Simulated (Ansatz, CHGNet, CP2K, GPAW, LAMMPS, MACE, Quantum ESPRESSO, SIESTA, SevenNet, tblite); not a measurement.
**Amorphous 59Ga2O3-41P2O5 (mol %) (64 atoms) in GPAW**

How do the settings of GPAW change the result for amorphous 59Ga2O3-41P2O5 (mol %) (64 atoms)? A plane-wave run serves as the yardstick.

Method: the method is named at each step, in GPAW 26.7.0.

### Step 1. The starting structure

The cell holds 64 atoms: 13 Ga, 9 P and 42 O. Its edges and angles: a = 9.037 Å, b = 9.037 Å, c = 9.037 Å, α = 90.0°, β = 90.0°, γ = 90.0°. 64 atoms (13 Fe, 9 P, 42 O) placed at random at 3.33 g/cm³, melted at 5000 K for 10 ps at fixed volume with the Morse and Coulomb pair potential with partial charges (Pedone, Malavasi, Menziani, Cormack and Segre, J. Phys. Chem. B 110, 11780 (2006)). Quenched from 5000 K to 300 K at 100 K/ps and fixed volume, held 10 ps at zero pressure, then minimised at fixed cell. Then Fe was replaced by Ga and the cell scaled by 1.005 (the potential has no terms for the new elements, so the cell is a start for a DFT relaxation).

The yardstick, on the same geometry:

```
method                                           : Kohn-Sham DFT, PBE, PAW, plane waves (Ansatz 0.2.0); cutoff 420 eV, Γ point, fermi-dirac smearing of 0.05 eV; PAW set soft_2
r.m.s. force component                           : 1.009 eV/Å
longest force                                    : 3.385 eV/Å
pressure                                         : -0.8518 GPa
gap (highest filled to lowest empty level) : 1.385 eV
SCF cycles                                       : 10
time                                             : 4.5 s on 8 threads of Arm Neoverse V2, shared host
CPU time                                         : 30 s
```

### Step 2. PBE, LCAO dzp, h 0.18 Å

Method: Kohn-Sham DFT, PBE, PAW, atomic orbitals (dzp).

run.py reads:

```python
import numpy as np
from ase.io import read
from gpaw import GPAW, FermiDirac

atoms = read("structure.xyz")
atoms.calc = GPAW(
    mode="lcao",
    basis="dzp",
    h=0.18,
    xc="PBE",
    kpts={"size": (1, 1, 1), "gamma": True},
    occupations=FermiDirac(0.05),
    maxiter=200,
    symmetry={"point_group": False},
    txt="gpaw.txt",
)
energy = atoms.get_potential_energy(force_consistent=True)
forces = atoms.get_forces()
print(f"energy {energy:.6f} eV")
print("forces (eV/A)")
for i, (a, f) in enumerate(zip(atoms, forces)):
    print(f"{i:4d} {a.symbol:2s} {f[0]:10.5f} {f[1]:10.5f} {f[2]:10.5f}")
print(f"Fermi level {atoms.calc.get_fermi_level():.4f} eV")
for k in range(len(atoms.calc.get_ibz_k_points())):
    for s in range(atoms.calc.get_number_of_spins()):
        e = atoms.calc.get_eigenvalues(kpt=k, spin=s)
        n = np.searchsorted(e, atoms.calc.get_fermi_level())
        print(f"k {k} spin {s} levels about the Fermi level:", np.round(e[max(n - 6, 0):n], 4).tolist(), "|", np.round(e[n:n + 6], 4).tolist())
```

structure.xyz reads:

```xyz
64
Lattice="9.03743 0.00000 0.00000 0.00000 9.03743 0.00000 0.00000 0.00000 9.03743" Properties=species:S:1:pos:R:3 pbc="T T T"
Ga 1.44554 6.65209 6.27758
Ga 2.95723 0.27673 2.17621
Ga 0.61590 1.54540 4.64940
Ga 5.10832 6.04767 5.34916
Ga 5.02987 1.89578 7.52140
Ga 0.38418 4.19481 8.62695
Ga 4.42906 7.38250 8.08407
Ga 8.28497 8.81402 2.33979
Ga 1.66433 3.87679 3.08294
Ga 2.16971 0.79349 7.70956
Ga 4.84424 2.63965 3.91420
Ga 3.86043 8.92898 5.14935
Ga 6.10515 4.69820 8.73549
P 7.65154 3.14864 2.11376
P 5.46295 7.03871 2.14314
P 7.59126 8.31923 5.57754
P 1.61878 7.04721 0.11758
P 1.62240 6.76560 3.32677
P 3.30589 3.06062 0.90410
P 7.92944 0.71161 8.34860
P 2.71096 3.74791 6.11500
P 7.39443 3.93300 6.07116
O 1.88783 3.54999 0.60307
O 6.31283 3.21389 2.82628
O 7.65217 3.76174 0.69145
O 2.06876 5.76651 2.27409
O 4.49712 3.56102 0.10800
O 3.47778 3.32180 2.41390
O 4.82662 6.43555 3.39265
O 8.17228 0.22006 4.51474
O 7.97119 1.66334 2.00242
O 4.07272 0.12490 7.58340
O 6.29177 3.43386 7.03546
O 1.46768 7.89700 7.84169
O 2.96925 6.40284 8.82044
O 7.68308 0.08884 6.92846
O 5.90171 5.93669 1.17613
O 8.84394 3.81389 2.80260
O 5.62553 6.07930 7.46817
O 6.56922 1.33700 8.61104
O 1.79086 8.15429 1.13483
O 8.34715 4.53561 7.09547
O 3.97050 4.25699 5.42869
O 0.14550 1.60197 8.15962
O 3.51538 7.10993 6.05670
O 2.53762 7.92339 3.67335
O 1.45765 1.45774 2.93057
O 6.62426 7.90802 2.56555
O 1.87563 0.54577 5.76895
O 6.13027 7.92131 5.42951
O 4.53851 7.92357 1.28368
O 8.22768 8.65894 0.31007
O 8.15773 2.78967 5.41143
O 4.96191 1.64707 5.60158
O 2.97765 2.62989 7.13342
O 6.72349 4.88690 5.11799
[... 4 atom lines left out ...]
O 4.24958 0.87274 3.38470
O 8.62704 7.22262 5.80745
O 1.93808 4.77583 6.91553
O 3.20648 1.55417 0.63370
```

Command:

```bash
$ OMP_NUM_THREADS=1 python run.py > output.txt
```

Log:

```text
energy -379.456244 eV
forces (eV/A)
   0 Ga    0.22824    0.63333   -0.75018
   1 Ga   -0.51382   -0.60135    0.39127
   2 Ga    0.31742   -0.46526    0.72314
   3 Ga    0.43726    0.18322    0.19492
   4 Ga    0.78909   -0.24219   -0.83172
   5 Ga   -0.07432   -0.55618   -0.24632
   6 Ga   -0.42845   -0.46058    1.19676
   7 Ga   -0.34609    0.04324   -0.67288
   8 Ga    0.24776    0.49385   -0.50802
   9 Ga   -1.17696   -0.14847   -0.96193
  10 Ga    0.10169   -1.09019    0.54550
  11 Ga   -0.74585    1.07426    0.06602
  12 Ga   -0.19771    0.88408    0.07030
  13 P     0.82772   -2.60644    2.02146
  14 P     0.75667   -0.04620   -0.56047
  15 P     1.57801   -1.32217    1.51728
  16 P     2.69048    0.00261    0.26599
  17 P    -0.33835    0.57361   -0.51351
  18 P    -0.66433    0.15809   -0.44061
  19 P     0.08108   -0.38046    0.15522
  20 P     0.08138   -0.25375    0.07653
  21 P     1.17931   -2.07811   -0.88837
  22 O    -1.90356    1.32424   -0.12535
  23 O    -1.97744    1.28408    0.69918
[...]
56 O    -3.05617    0.73316   -0.57279
  57 O    -0.58228   -1.59162    2.98715
  58 O    -2.47943   -1.34120    0.32443
  59 O    -1.62670   -0.68456   -2.44552
  60 O     0.79228   -0.32946    0.92656
  61 O     0.68004   -2.12647    0.19968
  62 O    -1.73564    2.41302    1.83328
  63 O    -0.00308   -3.08082   -0.99325
Fermi level 4.7035 eV
k 0 spin 0 levels about the Fermi level: [3.4804, 3.5707, 3.6661, 3.7955, 4.0596, 4.1109] | [5.2808, 6.6262, 7.0443, 7.0682, 7.3569, 7.473]
```

gpaw.txt:

```text
Input parameters:
  mode=LCAO(),
  basis={'default': 'dzp'},
  h=0.18,
  kpts=MonkhorstPack(size=(1, 1, 1), gamma=True),
  maxiter=200,
  occupations=Occupations(name='fermi-dirac', width=0.05, fixmagmom=False),
  symmetry=Symmetry(point_group=False),
  xc=XC(name='PBE')
Unit cell  # Å
| periodic |        x |        y |        z |  lengths |    angles |
|----------|----------|----------|----------|----------|-----------|
|      yes | 9.037430 | 0.000000 | 0.000000 | 9.037430 | 90.000000 |
|      yes | 0.000000 | 9.037430 | 0.000000 | 9.037430 | 90.000000 |
|      yes | 0.000000 | 0.000000 | 9.037430 | 9.037430 | 90.000000 |
Number of symmetries: 1
Symmetry operations  # r_c * U_cc + t_c -> r_c
|   | kind |            matrix            |
|---|------|------------------------------|
| 0 |  E   |  1, 0, 0,  0, 1, 0,  0, 0, 1 |
BZ-sampling:
  Number of BZ points: 1
  Number of IBZ points: 1
  Monkhorst-Pack size: [1, 1, 1]
  Monkhorst-Pack shift: [0, 0, 0]
[... lines left out ...]
eigensolver:
density mixing:
  MSR1-Mixer
occupation numbers:
  Fermi-Dirac:
    width: 0.0500  # eV
FastPoissonSolver using
    Stencil: 6*3+1=19 point O(h^6) finite-difference Laplacian
xc functional:
  name: PBE with 2 nearest neighbor stencil
interpolation: tri-quintic # 5. degree polynomial
Initialization done in: 6.247 s
convergence criteria:
- Maximum [total energy] change in last 3 cyles: 0.0005 eV / valence electron
- Maximum integral of absolute [dens]ity change: 0.0001 electrons / valence electron
- Maximum integral of absolute [eigenst]ate change: 4e-08 eV^2 / valence electron
maximum number of iterations: 200
SCF iterations
|iter     |      energy | eigst |  dens |
|---------|-------------|-------|-------|
|iter:   1| -424.278297 |      c|       |
|iter:   2| -413.247083 |      c| -0.77 |
|iter:   3| -379.655543 |      c| -0.82 |
|iter:   4| -379.473438 |      c| -1.47 |
|iter:   5| -379.513700 |      c| -1.78 |
|iter:   6| -379.457708c|      c| -2.34 |
|iter:   7| -379.456744c|      c| -2.85 |
|iter:   8| -379.456261c|      c| -3.16 |
|iter:   9| -379.456240c|      c| -3.79 |
|iter:  10| -379.456231c|      c| -4.18c|
Converged in 10 steps
SCF loop duration: 75.631 s (7.563 s/step)
Energy contributions relative to reference atoms: (reference = -856942.749452)
Energy contributions:
  Kinetic:         561.228107
  Coulomb:        -458.083861
  Zero:              6.227628
  External:          0.000000
  Xc:             -488.828093
  Entropy:          -0.000025
  Spinorbit:         0.000000
  ----------------------------
  Free energy:    -379.456244
  Extrapolated:   -379.456231
dipole moment: (-22.254375, -34.845667, -18.623163)  # |e|*Ang
Fermi level: 4.704
Eigenvalues  # (at kpt = [0.000, 0.000, 0.000])
| band index |      eig [eV] | occ [0-2] |
|------------|---------------|-----------|
|          0 |       -18.592 |     2.000 |
|        ... |               |           |
|        160 |         3.393 |     2.000 |
|        161 |         3.421 |     2.000 |
[...]
|        175 |         7.972 |     0.000 |
|        ... |               |           |
|        205 |        12.715 |     0.000 |
Gap: 1.170 eV
Transition (v -> c):
  (s=0, k=0, n=167, [0.00, 0.00, 0.00]) -> (s=0, k=0, n=168, [0.00, 0.00, 0.00])
No difference between direct/indirect transitions
Force computation time: 18.004  # s
timing:  # [seconds]
  Total:  99.909  # ━━━━━━━━━━━━━━━━━━━━━━━━━━━━━━━━━━━━━━━━━━━━━━━━━━━━━━━━━
  Init:    6.247  # ━━━╸
  SCF:    75.631  # ━━━━━━━━━━━━━━━━━━━━━━━━━━━━━━━━━━━━━━━━━━━
  Forces: 18.005  # ━━━━━━━━━━╸
```

Run time: 1.7 min. Hardware: 1 thread of Arm Neoverse V2, shared host; peak memory 1.2 GiB.

Banners, paths, timers and routine set-up lines are dropped from the logs unmarked, and long logs keep their key lines alone; longer cuts are marked.

Compared with the plane-wave run:

```
r.m.s. force component                           : 1.383 eV/Å
r.m.s. difference of force components            : 518.2 meV/Å
longest difference of force vectors              : 1445 meV/Å
force difference over r.m.s. force               : 51.37 %
slope of forces against the reference's          : 1.308
correlation of force components                  : 0.954
gap (highest filled to lowest empty level) : 1.17 eV
gap difference                                   : -0.2154 eV
```

This run lies far from the reference in forces at the same functional. Basis and potentials both differ; the latter hold 336 valence electrons against the reference's 466.

Length of the force difference by element (eV/Å):

| element | atoms | mean | most |
| --- | --- | --- | --- |
| Ga | 13 | 0.52 | 0.80 |
| O | 42 | 1.0 | 1.4 |
| P | 9 | 0.27 | 0.48 |

Levels nearest the highest filled one (eV from it): -0.63, -0.54, -0.44, -0.32, -0.05, 0.00, 1.17, 2.52, 2.93, 2.96, 3.25, 3.36.

The surroundings of P14, one of the 9 P atoms, nearest first, numbered as they follow in the input and with coordinates relative to it.

| atom | x | y | z | distance (Å) | bonds | Fx | Fy | Fz (eV/Å) |
| --- | --- | --- | --- | --- | --- | --- | --- | --- |
| P14 | 0.00 | 0.00 | 0.00 | 0.00 | 4 | 0.83 | -2.61 | 2.02 |
| O24 | -1.34 | 0.07 | 0.71 | 1.52 | 2 | -1.98 | 1.28 | 0.70 |
| O31 | 0.32 | -1.49 | -0.11 | 1.52 | 2 | 0.26 | -1.79 | -0.45 |
| O38 | 1.19 | 0.67 | 0.69 | 1.53 | 2 | 0.66 | 1.78 | 1.27 |
| O25 | 0.00 | 0.61 | -1.42 | 1.55 | 3 | -0.27 | 1.83 | -3.46 |
| Ga6 | 1.77 | 1.05 | -2.52 | 3.26 | 5 | -0.07 | -0.56 | -0.25 |
| Ga13 | -1.55 | 1.55 | -2.42 | 3.26 | 5 | -0.20 | 0.88 | 0.07 |
| Ga9 | 3.05 | 0.73 | 0.97 | 3.28 | 6 | 0.25 | 0.49 | -0.51 |
| O40 | -1.08 | -1.81 | -2.54 | 3.30 | 2 | -2.16 | 1.40 | 0.91 |
| O53 | 0.51 | -0.36 | 3.30 | 3.36 | 2 | 0.61 | -1.49 | -1.30 |
| Ga11 | -2.81 | -0.51 | 1.80 | 3.37 | 5 | 0.10 | -1.09 | 0.55 |
| O47 | 2.84 | -1.69 | 0.82 | 3.41 | 3 | -0.55 | 0.49 | -0.09 |
| O37 | -1.75 | 2.79 | -0.94 | 3.42 | 2 | 1.06 | -2.36 | -1.39 |
| Ga8 | 0.63 | -3.37 | 0.23 | 3.44 | 5 | -0.35 | 0.04 | -0.67 |

Atoms are counted from 1 here, from 0 in the log.

Forces lie 51 % from the reference's, at 3.4 times its CPU time (on 1 against 8 cores).

### Step 3. PBE, LCAO szp(dzp), h 0.18 Å

Method: Kohn-Sham DFT, PBE, PAW, atomic orbitals (szp(dzp)).

run.py: that of step 2 with these lines changed.

```diff
@@ -7,3 +7,3 @@
     mode="lcao",
-    basis="dzp",
+    basis="szp(dzp)",
     h=0.18,
```

structure.xyz is that of step 2.

Log:

```text
energy -354.077392 eV
forces (eV/A)
   0 Ga    0.19213    0.70811   -0.77274
   1 Ga   -0.55562   -0.77733    0.23160
   2 Ga    0.13619   -0.33709    1.01809
   3 Ga    0.54446    0.02915    0.22811
   4 Ga    0.84582   -0.03719   -0.81349
   5 Ga    0.00849   -0.80064   -0.38977
   6 Ga   -0.48758   -0.48046    1.53061
   7 Ga   -0.25890   -0.03688   -0.66847
   8 Ga    0.18506    0.70025   -0.53062
   9 Ga   -1.51075   -0.13655   -0.73642
  10 Ga    0.12128   -0.96367    0.56652
  11 Ga   -0.74573    1.14866   -0.03079
  12 Ga   -0.08675    0.89111    0.15734
  13 P     0.97952   -2.99731    2.23587
  14 P     0.85867   -0.07540   -0.44316
  15 P     1.76809   -1.68361    1.32595
  16 P     3.09110   -0.04522    0.69171
  17 P    -0.43869    0.54853   -0.73962
  18 P    -0.66234   -0.02558   -0.47481
  19 P    -0.00373   -0.34141    0.84303
  20 P     0.21783   -0.34330    0.16187
  21 P     1.24896   -2.24663   -1.21734
  22 O    -2.07507    1.42279   -0.12545
  23 O    -2.11689    1.41408    0.78257
[...]
56 O    -3.17527    0.83047   -0.56674
  57 O    -0.60140   -1.88634    3.08257
  58 O    -2.76844   -1.38726    0.36574
  59 O    -1.82371   -0.80519   -2.63656
  60 O     0.92490   -0.28245    0.96625
  61 O     0.69588   -2.18741    0.21587
  62 O    -1.91581    2.58071    2.13112
  63 O    -0.04903   -3.32922   -1.12570
Fermi level 4.9728 eV
k 0 spin 0 levels about the Fermi level: [3.7741, 3.8867, 3.964, 4.0902, 4.392, 4.4219] | [5.5018, 6.8748, 7.3395, 7.3452, 7.5997, 7.7554]
```

gpaw.txt:

```text
Input parameters:
  mode=LCAO(),
  basis={'default': 'szp(dzp)'},
  h=0.18,
  kpts=MonkhorstPack(size=(1, 1, 1), gamma=True),
  maxiter=200,
  occupations=Occupations(name='fermi-dirac', width=0.05, fixmagmom=False),
  symmetry=Symmetry(point_group=False),
  xc=XC(name='PBE')
Unit cell  # Å
| periodic |        x |        y |        z |  lengths |    angles |
[... lines left out ...]
  Fermi-Dirac:
[... lines left out ...]
convergence criteria:
- Maximum [total energy] change in last 3 cyles: 0.0005 eV / valence electron
[... lines left out ...]
Converged in 10 steps
[... lines left out ...]
  Free energy:    -354.077392
  Extrapolated:   -354.077361
dipole moment: (-22.055928, -34.776202, -18.573779)  # |e|*Ang
Fermi level: 4.973
Eigenvalues  # (at kpt = [0.000, 0.000, 0.000])
| band index |      eig [eV] | occ [0-2] |
|------------|---------------|-----------|
|          0 |       -18.664 |     2.000 |
|        ... |               |           |
|        160 |         3.711 |     2.000 |
|        161 |         3.749 |     2.000 |
[...]
|        175 |         8.272 |     0.000 |
|        ... |               |           |
|        205 |        12.958 |     0.000 |
Gap: 1.080 eV
Transition (v -> c):
  (s=0, k=0, n=167, [0.00, 0.00, 0.00]) -> (s=0, k=0, n=168, [0.00, 0.00, 0.00])
No difference between direct/indirect transitions
Force computation time: 13.690  # s
timing:  # [seconds]
  Total:  80.532  # ━━━━━━━━━━━━━━━━━━━━━━━━━━━━━━━━━━━━━━━━━━━━━━━━━━━━━━━━━
  Init:    5.603  # ━━━━
  SCF:    61.211  # ━━━━━━━━━━━━━━━━━━━━━━━━━━━━━━━━━━━━━━━━━━━╸
  Forces: 13.690  # ━━━━━━━━━╸
```

Wall time 82 s (1 thread); peak memory 1.2 GiB.

Numbers from this run, and their distance from the reference:

```yaml
r_m_s_force_component: 1.505 eV/Å
r_m_s_difference_of_force_components: 643.1 meV/Å
longest_difference_of_force_vectors: 1900 meV/Å
force_difference_over_r_m_s_force: 63.75 %
slope_of_forces_against_the_reference_s: 1.409
correlation_of_force_components: 0.9447
spacing_of_highest_filled_and_lowest_empty_level: 1.08 eV
gap_difference: -0.3054 eV
```

This is a coarse setting, run to see what it loses.

Against the first run (51 %), the force difference from the reference is 64 %, at 0.81 times the CPU time, with 576 basis functions against 832: the smaller basis costs accuracy.

### Step 4. PBE, LCAO dzp, h 0.22 Å

Method: Kohn-Sham DFT, PBE, PAW, atomic orbitals (dzp).

run.py: that of step 3 with these lines changed.

```diff
@@ -7,4 +7,4 @@
     mode="lcao",
-    basis="szp(dzp)",
-    h=0.18,
+    basis="dzp",
+    h=0.22,
     xc="PBE",
```

structure.xyz is that of step 3.

Log:

```text
energy -366.021890 eV
forces (eV/A)
   0 Ga    0.22861    0.64134   -0.74372
   1 Ga   -0.51603   -0.59913    0.39471
   2 Ga    0.31977   -0.45993    0.73267
   3 Ga    0.43747    0.18632    0.19854
   4 Ga    0.78473   -0.23171   -0.81062
   5 Ga   -0.07192   -0.58137   -0.25914
[...]
61 O     0.88523   -2.14083   -0.09667
  62 O    -1.86980    2.56073    1.74836
  63 O     0.27258   -3.17384   -1.22179
Fermi level 4.7089 eV
k 0 spin 0 levels about the Fermi level: [3.4898, 3.5806, 3.6748, 3.8039, 4.0674, 4.1209] | [5.2821, 6.6344, 7.053, 7.0748, 7.3654, 7.4816]
```

gpaw.txt:

```text
Input parameters:
  mode=LCAO(),
  basis={'default': 'dzp'},
  h=0.22,
  kpts=MonkhorstPack(size=(1, 1, 1), gamma=True),
  maxiter=200,
  occupations=Occupations(name='fermi-dirac', width=0.05, fixmagmom=False),
[... lines left out ...]
  Fermi-Dirac:
[... lines left out ...]
convergence criteria:
- Maximum [total energy] change in last 3 cyles: 0.0005 eV / valence electron
[... lines left out ...]
Converged in 10 steps
[... lines left out ...]
  Free energy:    -366.021890
[... lines left out ...]
Fermi level: 4.709
[... lines left out ...]
|        ... |               |           |
|        205 |        12.724 |     0.000 |
Gap: 1.161 eV
Transition (v -> c):
  (s=0, k=0, n=167, [0.00, 0.00, 0.00]) -> (s=0, k=0, n=168, [0.00, 0.00, 0.00])
No difference between direct/indirect transitions
Force computation time: 9.779  # s
timing:  # [seconds]
  Total:  56.365  # ━━━━━━━━━━━━━━━━━━━━━━━━━━━━━━━━━━━━━━━━━━━━━━━━━━━━━━━━━
  Init:    4.938  # ━━━━━
  SCF:    41.621  # ━━━━━━━━━━━━━━━━━━━━━━━━━━━━━━━━━━━━━━━━━━
  Forces:  9.779  # ━━━━━━━━━━
```

Wall time 58 s (1 thread); peak memory 0.64 GiB.

Against the reference:

```
r.m.s. force component                           : 1.392 eV/Å
r.m.s. difference of force components            : 537.4 meV/Å
longest difference of force vectors              : 1628 meV/Å
force difference over r.m.s. force               : 53.27 %
slope of forces against the reference's          : 1.311
correlation of force components                  : 0.9496
gap (highest filled to lowest empty level) : 1.161 eV
gap difference                                   : -0.2241 eV
energy less the same-level run's                 : 209.9 meV/atom
r.m.s. force difference from the same-level run  : 135.4 meV/Å
```

This is a coarse setting, run to see what it loses.

Against the first run (51 %), the force difference from the reference is 53 %, at 0.57 times the CPU time: the change moves forces by 135 meV/Å r.m.s., so most of the difference comes from elsewhere.

The forces add up to 2.1 eV/Å instead of zero, usually a sign of too coarse a grid.

(Part 1 of 2 ends here.)

[Also dropped from logs without a mark: logging warnings of Python, and SIESTA's first energy breakdown and zero terms.]

[Logs are printed without paths, hosts, clocks, repeated set-up lines and the standing remarks that a program may print on its own settings, such as how far it seeks lower states.]

[Hosts, paths, dates, database ids (printed as entryN), source tags and the programs' standing remarks are cut or masked in the printed files.]
